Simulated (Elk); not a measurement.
**Double counting and the size of U in CmAs**

Wanted: spin and orbital moments of CmAs under several sizes and forms of the Hubbard term.

Method: LDA (Perdew-Wang); all-electron APW+lo, Dirac cores, scalar-relativistic bands with second-variational spin-orbit coupling, in Elk 11.2.3 (patched build).

Most raw output is cut from this account.

### 1. Starting point

Symmetry: Fm-3m, No. 225, cubic system. Conventional cell: a = 5.901 Å, b = 5.901 Å, c = 5.901 Å, α = 90.00°, β = 90.00°, γ = 90.00°. Cm has 6 As at 2.95 Å nearest. As has 6 Cm at 2.95 Å nearest. Farther neighbours are not listed.

### 2. No U

The run without a Hubbard term is the reference.

Moments are seeded by fields in the spheres (the last three columns under atoms), set against the wanted direction and reduced each loop.

elk.in reads:

```
tasks
  0
  15

xctype
  3

rgkmax
  7.0

nempty
  14

swidth
  0.001

reducebf
  0.7

epsengy
  1e-05

maxscl
  150

lmaxi
  3

nxlo
  3

spinorb
  .true.

cmagz
  .true.

spinpol
  .true.

sppath
  './'

avec
  0.00000000000 5.57563693071 5.57563693071
  5.57563693071 0.00000000000 5.57563693071
  5.57563693071 5.57563693071 0.00000000000

atoms
  2
  'Cm.in'
  1
  0.5000000000 0.5000000000 0.5000000000   0.000000 0.000000 -0.750000
  'As.in'
  1
  0.0000000000 0.0000000000 0.0000000000   0.000000 0.000000 0.000000

ngridk
  6 6 6
```

Launch:

```
$ OMP_NUM_THREADS=2 elk
```

The job ended after 80 s (2 threads of Arm Neoverse V2, shared host; peak memory 0.13 GiB).

This step gave:

```
density of states at the Fermi level : 1.051 states/eV/cell
moment between the spheres           : 0.1679 μB
magnetization                        : 6.519 μB
final state                          : ferromagnetic
largest moment                       : 6.413 μB
```

After 24 cycles the largest moment stands at 6.41 μB.

Orbital moment <L> in the sphere by atom:

```
atom  x (μB)  y (μB)  z (μB)   size
 Cm1   0.000   0.000   0.257  0.257
 As2   0.000   0.000  -0.001  0.001
```

### 3. U = 4.00 eV, J = 0.50 eV on Cm f (fully localised)

Fully localised double counting pushes orbitals towards full or empty, which suits localised shells.

Changes to elk.in since step 2:

```diff
@@ -40,2 +40,5 @@
 
+tmwrite
+  .true.
+
 sppath
@@ -59 +62,5 @@
   6 6 6
+
+dft+u
+  1 1
+  1 3 0.146997 0.018375
```

Launch:

```
$ OMP_NUM_THREADS=2 elk
```

Wall time 2.8 min (2 threads); peak memory 0.13 GiB; 5.6 min of CPU time.

This step gave:

* density of states at the Fermi level: 0.6998 states/eV/cell
* moment between the spheres: 0.1063 μB
* magnetization: 6.062 μB
* final state: ferromagnetic
* largest moment: 6.047 μB

The largest spin moment is -0.37 μB from that of the first run.

Orbital moment <L> in the sphere by atom:

```
atom  x (μB)  y (μB)  z (μB)   size
 Cm1   0.000   0.000   0.431  0.431
 As2   0.000   0.000  -0.006  0.006
```

FDU.OUT:

```text

   1   3 : species, l
  0.1469970000     : F^(0)
  0.2190218280     : F^(2)
  0.1463390288     : F^(4)
  0.1082670863     : F^(6)
  0.1469970000     : U
  0.1837500000E-01 : J
```

In eV, for the first corrected species: U = 4.00, J = 0.50.

Tensor moments of the density matrix of the first corrected atom (TENSMOM.OUT, the program's normalisation), largest first:

```
k  p  r  magnitude  energy (Ha)
0  0  0      7.007      -2.2e-4
0  1  1      5.897       -0.160
1  1  0      2.814      -0.0499
1  1  2      1.660      -0.0174
2  1  3     0.6013     -0.00210
2  1  1     0.2303      -3.1e-4
1  0  1     0.2240      -3.2e-4
3  1  4     0.1877      -1.6e-4
2  0  2     0.1362       5.5e-7
4  0  4    0.07434      -1.8e-5
```

Here k is the rank of the orbital part, p = 1 marks spin, 000 is the shell's charge, 011 its spin, 101 its orbital moment and 110 the spin–orbit term.

### 4. U = 6.00 eV, J = 0.50 eV on Cm f (fully localised)

The same form with other values shows how far the result hangs on them.

Changes to elk.in since step 3:

```diff
@@ -65,2 +65,2 @@
   1 1
-  1 3 0.146997 0.018375
+  1 3 0.220496 0.018375
```

Launch:

```
$ OMP_NUM_THREADS=2 elk
```

The job ended after 2.6 min (2 threads; peak memory 0.13 GiB; 5.1 min of CPU time).

Numbers from this step:

```
density of states at the Fermi level : 0.7093 states/eV/cell
moment between the spheres           : 0.09514 μB
magnetization                        : 6.094 μB
final state                          : ferromagnetic
largest moment                       : 6.092 μB
```

The largest spin moment is -0.32 μB from that of the first run.

### 5. A Yukawa screening of 1.5 1/bohr on Cm f (fully localised)

Only the screening constant of the Yukawa potential is typed; U and J both come out of the radial functions.

Changes to elk.in since step 4:

```diff
@@ -64,3 +64,3 @@
 dft+u
-  1 1
-  1 3 0.220496 0.018375
+  1 4
+  1 3 1.500000
```

Launch:

```
$ OMP_NUM_THREADS=2 elk
```

It took 3.3 min on 2 threads; peak memory 0.13 GiB; 6.5 min of CPU time.

Read from the output:

| Property | Result |
| --- | --- |
| density of states at the Fermi level | 0.7189 states/eV/cell |
| moment between the spheres | 0.09895 μB |
| magnetization | 5.816 μB |
| final state | ferromagnetic |
| largest moment | 5.806 μB |

The largest spin moment is -0.61 μB from that of the first run.

FDU.OUT:

```text

   1   3 : species, l
  0.1636327920     : F^(0)
  0.2751721227     : F^(2)
  0.2166617263     : F^(4)
  0.1683418287     : F^(6)
  0.1636327920     : U
  0.2533546556E-01 : J
   1.500000000     : screening length λ
```

In eV, for the first corrected species: U = 4.45, J = 0.69.

### 6. U = 4.00 eV on Cm f, Slater integrals from a Yukawa potential (fully localised)

Here the screening length of a Yukawa potential is fitted to the U, and J and the other Slater integrals follow from it.

Changes to elk.in since step 5:

```diff
@@ -64,3 +64,3 @@
 dft+u
-  1 4
-  1 3 1.500000
+  1 5
+  1 3 0.146997
```

Launch:

```
$ OMP_NUM_THREADS=2 elk
```

The job ended after 2.9 min (2 threads; peak memory 0.13 GiB; 5.6 min of CPU time).

This step gave:

```yaml
density_of_states_at_the_fermi_level: 0.7068 states/eV/cell
moment_between_the_spheres: 0.1041 μB
magnetization: 5.890 μB
final_state: ferromagnetic
largest_moment: 5.874 μB
```

The largest spin moment is -0.54 μB from that of the first run.

FDU.OUT:

```text

   1   3 : species, l
  0.1469970000     : F^(0)
  0.2632805049     : F^(2)
  0.2122631793     : F^(4)
  0.1664624538     : F^(6)
  0.1469970000     : U
  0.2460064613E-01 : J
   1.638124693     : screening length λ
```

In eV, for the first corrected species: U = 4.00, J = 0.67.

### 7. The forms together

```
                                                                   Hubbard term          state  largest spin moment (μB)  its orbital moment (μB)  CPU time
                                                                           none  ferromagnetic                     6.413                    0.257   2.6 min
                             U = 4.00 eV, J = 0.50 eV on Cm f (fully localised)  ferromagnetic                     6.047                    0.431   5.6 min
                             U = 6.00 eV, J = 0.50 eV on Cm f (fully localised)  ferromagnetic                     6.092                    0.417   5.1 min
                     a Yukawa screening of 1.5 1/bohr on Cm f (fully localised)  ferromagnetic                     5.806                    0.548   6.5 min
U = 4.00 eV on Cm f, Slater integrals from a Yukawa potential (fully localised)  ferromagnetic                     5.874                    0.514   5.6 min
```

### 8. Outcome

```yaml
range_of_the_spin_moment: 5.81 to 6.41 μB
range_of_the_orbital_moment: 0.26 to 0.55 μB
```

What this shows: Over the forms that converged the largest spin moment runs from 5.81 to 6.41 μB. Against no U, U = 4.00 eV, J = 0.50 eV on Cm f in the fully localised form lowers the moment by 0.37 μB. It enlarges the orbital moment by a factor of 1.7. Total energies under different Hubbard terms can't be compared. Open f shells have many stationary orbital fillings, so the state need not be the lowest.

[Logs and program files are shortened in this print: banners, set-up blocks, solver, clock and traceback lines can be left out without a mark of their own.]

[Logs are printed without paths, hosts, clocks, repeated set-up lines and the standing remarks that a program may print on its own settings, such as how far it seeks lower states.]

[Hosts, paths, dates, database ids (printed as entryN), source tags and the programs' standing remarks are cut or masked in the printed files.]

[Where a cell is said to come from a database of computed structures, the database is the Materials Project.]
